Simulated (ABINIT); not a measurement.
# Quasiparticle gap of CaC2 (Immm) in ABINIT, part 3 of 3

Wanted: ground state, empty states, screening and self-energy for CaC2 (Immm).

ABINIT 10.8.3; PBEsol and many-body steps on it, plane waves. Known limits of the many-body steps: not at the basis limit; coarse k mesh.

So far. Step 3 (Bands along the symmetry lines): The gap is 2.293 eV, −0.049 eV from the run before at this level. Step 4 (Empty states on the mesh, 4×4×4 mesh, 33 bands): On this mesh the gap is 2.291 eV.

**5. Screening, 4×4×4 mesh, 29 bands, screening to 87.1 eV**

The RPA dielectric matrix is built and inverted for each q.

This step: RPA screening on PBEsol, plane waves, norm-conserving pseudopotentials.

The input, run.abi:

```
acell 3*1.0 Angstrom
rprim 
  -1.894876555000 2.443261230000 2.680131180000
  1.894876555000 -2.443261230000 2.680131180000
  1.894876555000 2.443261230000 -2.680131180000
ntypat 2
znucl 20 6
natom 3
typat 1 2 2
xred 
  0.000000000000 0.000000000000 0.000000000000
  0.371239070000 0.500000000000 0.871239070000
  0.628760930000 0.500000000000 0.128760930000
pp_dirpath "pseudos"
pseudos "Ca.upf, C.upf"
ecut 37
ngkpt 4 4 4
nshiftk 1
shiftk 0 0 0
kptopt 1
chksymbreak 0
istwfk *1
occopt 1
irdwfk 1
optdriver 3
nband 29
ecuteps 3.2
inclvkb 2
awtr 1
symchi 1
indata_prefix "in"
outdata_prefix "out"
tmpdata_prefix "tmp"
```

The run is started by

```bash
$ OMP_NUM_THREADS=1 mpirun -n 4 abinit run.abi > log
```

Numbers of over 12 decimals in the logs are rounded to 6 here.

Log:

```text
.Version 10.8.3 of ABINIT. v10.8.2 released Aug 2026.

 Symmetries : space group Im m m (# 71); Bravais oI (body-center ortho.)
[... echo of the input left out ...]
== DATASET  1 ==================================================================
-   mpi_nproc: 4, omp_nthreads: 1 (-1 if OMP is not activated)

--- !DatasetInfo
iteration_state: {dtset: 1, }
dimensions: {natom: 3, nkpt: 18, mband: 29, nsppol: 1, nspinor: 1, nspden: 1, mpw: 3625, }
cutoff_energies: {ecut:  37.0, pawecutdg:  -1.0, }
electrons: {nelect:   1.80000000E+01, charge:   0.00000000E+00, occopt:   1.00000000E+00, tsmear:   1.00000000E-02, }

 SCREENING: Calculation of the susceptibility and dielectric matrices

 Based on a program developped by R.W. Godby, V. Olevano, G. Onida, and L. Reining.
 Incorporated in ABINIT by V. Olevano, G.-M. Rignanese, and M. Torrent.
.Using double precision arithmetic ; gwpc =  8

[... cell and pseudopotentials left out ...]
--------------------------------------------------------------------------------

 ==== K-mesh for the wavefunctions ====
 Number of points in the irreducible wedge :    18
[... list of points left out ...]
 Together with  8 symmetry operations and time-reversal symmetry
 yields    64 points in the full Brillouin Zone.

 ==== Q-mesh for the screening function ====
 Number of points in the irreducible wedge :    18
[... list of points left out ...]
 Together with  8 symmetry operations and time-reversal symmetry
 yields    64 points in the full Brillouin Zone.

 setmesh: FFT mesh size selected  =    72x   72x   72
          total number of points  =       373248

 vcoul_init : cutoff-mode = AUXILIARY_FUNCTION
 q-points for optical limit:   1
     1)      0.000010    0.000020    0.000030

- screening: taking advantage of time-reversal symmetry
- Maximum band index for partially occupied states nbvw = 9
- Remaining bands to be divided among processors   nbcw = 20
- Number of bands treated by each node ~5

 Number of electrons calculated from density =   18.0000; Expected =   18.0000
 average of density, n =  0.053741
 r_s =    1.6439
 omega_plasma =   22.3620 [eV]

 calculating chi0 at frequencies [eV] :
  1    0.000000E+00    0.000000E+00
  2    0.000000E+00    2.236197E+01

--------------------------------------------------------------------------------
  q-point number  1        q = ( 0.000000, 0.000000, 0.000000) [r.l.u.]
--------------------------------------------------------------------------------
[... chi0 elements left out ...]
 For q-point:  0.000010 0.000020 0.000030
  dielectric constant =   3.6227
  dielectric constant without local fields =   4.3216

  Average fulfillment of the sum rule on Im[epsilon] for q-point    1 :     36.86  [%]
[... wings left out ...]
  q-point number  2        q = ( 0.250000, 0.000000, 0.000000) [r.l.u.]
--------------------------------------------------------------------------------
[... chi0 elements left out ...]
  Average fulfillment of the sum rule on Im[epsilon] for q-point    2 :     61.93  [%]

 [... 16 further q-points ...]
```

Elapsed: 14 min, on 4 MPI ranks of AMD EPYC 7571, shared host; peak memory 6.5 GiB; 58 min of CPU time.

This step gave:

- ε∞ with local fields, on this mesh, along the program's q direction: 3.623
- the same without local fields: 4.322
- plasma frequency: 22.36 eV
- plane waves in the screening matrix: 81

Local fields lower ε∞ by 16 %. On a Γ-centred mesh this coarse the value itself is usually too large, while a short band sum pulls it down.

**6. Self-energy, 4×4×4 mesh, 29 bands, screening to 87.1 eV**

The self-energy is evaluated for the states that the input lists, and the levels follow from it, in one-shot runs by the linearised quasiparticle equation.

This step: G0W0 on PBEsol, plane waves, norm-conserving pseudopotentials.

run.abi: that of step 5 with these lines changed.

```diff
@@ -24,8 +24,17 @@
 irdwfk 1
-optdriver 3
+optdriver 4
 nband 29
+gwcalctyp 0
+ecutsigx 37
+symsigma 1
+nkptgw 2
+kptgw 
+  0.2500000000 -0.2500000000 0.2500000000
+  0.0000000000 0.0000000000 0.0000000000
+bdgw 
+  8 11
+  8 11
 ecuteps 3.2
-inclvkb 2
-awtr 1
-symchi 1
+irdscr 1
+ppmodel 1
 indata_prefix "in"
```

Log:

```text
.Version 10.8.3 of ABINIT. v10.8.2 released Aug 2026.

 Symmetries : space group Im m m (# 71); Bravais oI (body-center ortho.)
[... echo of the input left out ...]
== DATASET  1 ==================================================================
-   mpi_nproc: 4, omp_nthreads: 1 (-1 if OMP is not activated)

--- !DatasetInfo
iteration_state: {dtset: 1, }
dimensions: {natom: 3, nkpt: 18, mband: 29, nsppol: 1, nspinor: 1, nspden: 1, mpw: 3625, }
cutoff_energies: {ecut:  37.0, pawecutdg:  -1.0, }
electrons: {nelect:   1.80000000E+01, charge:   0.00000000E+00, occopt:   1.00000000E+00, tsmear:   1.00000000E-02, }

 SIGMA: Calculation of the GW corrections

 Based on a program developped by R.W. Godby, V. Olevano, G. Onida, and L. Reining.
 Incorporated in ABINIT by V. Olevano, G.-M. Rignanese, and M. Torrent.
.Using double precision arithmetic ; gwpc =  8

[... cell and pseudopotentials left out ...]
--------------------------------------------------------------------------------

 ==== K-mesh for the wavefunctions ====
 Number of points in the irreducible wedge :    18
[... list of points left out ...]
 Together with  8 symmetry operations and time-reversal symmetry
 yields    64 points in the full Brillouin Zone.

 ==== Q-mesh for screening function ====
 Number of points in the irreducible wedge :    18
[... list of points left out ...]
 Together with  8 symmetry operations and time-reversal symmetry
 yields    64 points in the full Brillouin Zone.

 vcoul_init : cutoff-mode = AUXILIARY_FUNCTION
 q-points for optical limit:   1
     1)      0.000010    0.000020    0.000030
 setmesh: FFT mesh size selected  =    72x   72x   72
          total number of points  =       373248

 Number of electrons calculated from density =   18.0000; Expected =   18.0000
 average of density, n =  0.053741
 r_s =    1.6439
 omega_plasma =   22.3620 [eV]

 === KS Band Gaps ===
  >>>> For spin  1
   Minimum direct gap =   2.6016 [eV], located at k-point      :   0.0000  0.0000  0.0000
   Fundamental gap    =   2.2910 [eV], Top of valence bands at :   0.2500 -0.2500  0.2500
                                       Bottom of conduction at :   0.0000  0.0000  0.0000
 SIGMA fundamental parameters:
 PLASMON POLE MODEL  1
 number of plane-waves for SigmaX                 3625
 number of plane-waves for SigmaC and W             81
 number of plane-waves for wavefunctions          3625
 number of bands                                    29
 number of independent spin polarizations            1
 number of spinorial components                      1
 number of k-points in IBZ                          18
 number of q-points in IBZ                          18
 number of symmetry operations                       8
 number of k-points in BZ                           64
 number of q-points in BZ                           64
 number of frequencies for dSigma/dE                 9
 frequency step for dSigma/dE [eV]                0.25
 number of omega for Sigma on real axis              0
 max omega for Sigma on real axis  [eV]           0.00
 zcut for avoiding poles [eV]                     0.10

 EPSILON^-1 parameters (SCR file):
 dimension of the eps^-1 matrix on file             81
 dimension of the eps^-1 matrix used                81
 number of plane-waves for wavefunctions          3625
 number of bands                                    29
 number of q-points in IBZ                          18
 number of frequencies                               2
 number of real frequencies                          1
 number of imag frequencies                          1

 matrix elements of self-energy operator (all in [eV])

 Perturbative Calculation

--- !SelfEnergy_ee
iteration_state: {dtset: 1, }
kpoint     : [   0.250,   -0.250,    0.250, ]
spin       : 1
KS_gap     :    4.080
QP_gap     :    6.351
Delta_QP_KS:    2.270
data: !SigmaeeData |
     Band     E0 <VxcDFT>   SigX SigC(E0)      Z dSigC/dE  Sig(E)    E-E0       E
        8   1.521 -13.476 -16.450   2.517   0.787  -0.270 -13.836  -0.360   1.161
        9   2.476 -14.677 -18.791   3.799   0.782  -0.279 -14.923  -0.247   2.230
       10   6.557 -12.439  -7.022  -2.929   0.813  -0.230 -10.416   2.024   8.580
       11   7.757 -12.430  -6.023  -3.632   0.822  -0.216 -10.148   2.282  10.039

--- !SelfEnergy_ee
iteration_state: {dtset: 1, }
kpoint     : [   0.000,    0.000,    0.000, ]
spin       : 1
KS_gap     :    2.602
QP_gap     :    4.768
Delta_QP_KS:    2.166
data: !SigmaeeData |
     Band     E0 <VxcDFT>   SigX SigC(E0)      Z dSigC/dE  Sig(E)    E-E0       E
        8   1.909 -13.995 -16.826   2.406   0.791  -0.264 -14.331  -0.336   1.573
        9   2.166 -13.899 -16.676   2.384   0.790  -0.266 -14.209  -0.311   1.855
       10   4.767 -11.381  -6.486  -2.637   0.822  -0.217  -9.526   1.856   6.623
       11   6.030 -13.053  -7.651  -2.654   0.817  -0.224 -10.808   2.245   8.275

== END DATASET(S) ==============================================================
================================================================================

 -outvars: echo values of variables after computation  --------
           etotal      0.0000000000E+00
            nband          29
             nkpt          18
          spgroup          71
 [... the other variables as echoed above ...]

 Calculation completed.
```

The job ended after 35 s (4 MPI ranks; peak memory 4 GiB; 2.3 min of CPU time).

Numbers from this step:

| Property | Result |
| --- | --- |
| G0W0 gap on the points computed | 4.393 eV |
| starting gap on the mesh | 2.291 eV |
| k of the valence top | 0.25, -0.25, 0.25 |
| k of the conduction bottom | 0, 0, 0 |
| Z at the valence top | 0.782 |
| Z at the conduction bottom | 0.822 |
| least direct G0W0 gap on the computed points | 4.768 eV |

The gap on the mesh goes from 2.29 eV to 4.39 eV, a correction of +2.10 eV. The start differs from the 2.34 eV found before because the two sample other k points.

Limits: finite bands, cutoff and mesh; coarse k mesh. v1 is the top filled band, c1 the lowest empty one. Levels before and after the correction, in eV, zero at the valence-band top of each column:

```tsv
	conduction bottom	valence top
Kohn-Sham	2.29	0.00
G0W0	4.39	0.00
```

```tsv
	level	energy (eV)
Kohn-Sham	(0.25 -0.25 0.25) v2	-0.955
Kohn-Sham	(0.25 -0.25 0.25) v1	0.000
Kohn-Sham	(0.25 -0.25 0.25) c1	4.080
Kohn-Sham	(0.25 -0.25 0.25) c2	5.281
Kohn-Sham	Γ v2	-0.568
Kohn-Sham	Γ v1	-0.310
Kohn-Sham	Γ c1	2.291
Kohn-Sham	Γ c2	3.554
G0W0	(0.25 -0.25 0.25) v2	-1.069
G0W0	(0.25 -0.25 0.25) v1	0.000
G0W0	(0.25 -0.25 0.25) c1	6.350
G0W0	(0.25 -0.25 0.25) c2	7.809
G0W0	Γ v2	-0.657
G0W0	Γ v1	-0.375
G0W0	Γ c1	4.393
G0W0	Γ c2	6.045
```

**7. Where the time went**

Times are wall times on 4 MPI ranks of AMD EPYC 7571, shared host, good to a factor of about two.

```tsv
step	time	share	memory (GiB)
ground state	66 s	6 %	0.37
bands along the symmetry lines	80 s	7 %	0.37
empty states on the mesh	30 s	3 %	0.32
screening	14 min	80 %	6.5
self-energy	35 s	3 %	4.0
```

**8. Summary of results**

```json
{
 "PBEsol gap": "2.29 eV, indirect",
 "G0W0 gap on the mesh": "4.39 eV",
 "GW settings": "4×4×4 mesh, 29 bands, screening to 87.1 eV, Godby-Needs plasmon pole",
 "known limits": "not at the basis limit; coarse k mesh"
}
```

**Reading.** G0W0 moves the gap on the mesh from 2.29 eV to 4.39 eV (+2.10 eV), with Z of 0.78 and 0.82 at the edges. Local fields lower the RPA ε∞ on this mesh from 4.32 to 3.62; a Γ-centred mesh this coarse tends to raise both, most where the direct gap is narrow, while a short band sum lowers them. Only 2 of the mesh's irreducible points were corrected, so a valley elsewhere could overtake. The dearest step here is «screening». Bands and cutoff are finite, so the gap is not at the basis limit. The miss can reach some tenths of an eV and take either sign; the mesh is an error of its own. In the G0W0 run levels were corrected at 2 k points alone, so a gap called «on the mesh» is the least over those, and an edge elsewhere would be missed. The 4×4×4 mesh is coarse for this cell, which bears on the long-range parts of exchange and screening.

[Paths, hosts, dates, memory and timing lines, banners, echoed tables and standing remarks are left out of the program output.]

[Logs are printed without paths, hosts, clocks, repeated set-up lines and the standing remarks that a program may print on its own settings, such as how far it seeks lower states.]

[Runs of the session that timed out or met a known fault of the program may be left out.]

[Hosts, paths, dates, database ids (printed as entryN), source tags and the programs' standing remarks are cut or masked in the printed files.]

[G0W0 gaps are taken among the corrected bands and points alone; a level outside them can change the order at an edge.]

[Where Ansatz stands beside ABINIT at settings called matched, ABINIT's density can come from a denser mesh and the files from another edition; pairs whose starting gaps differed by over 0.03 eV were left out, so agreement reads better than it is.]
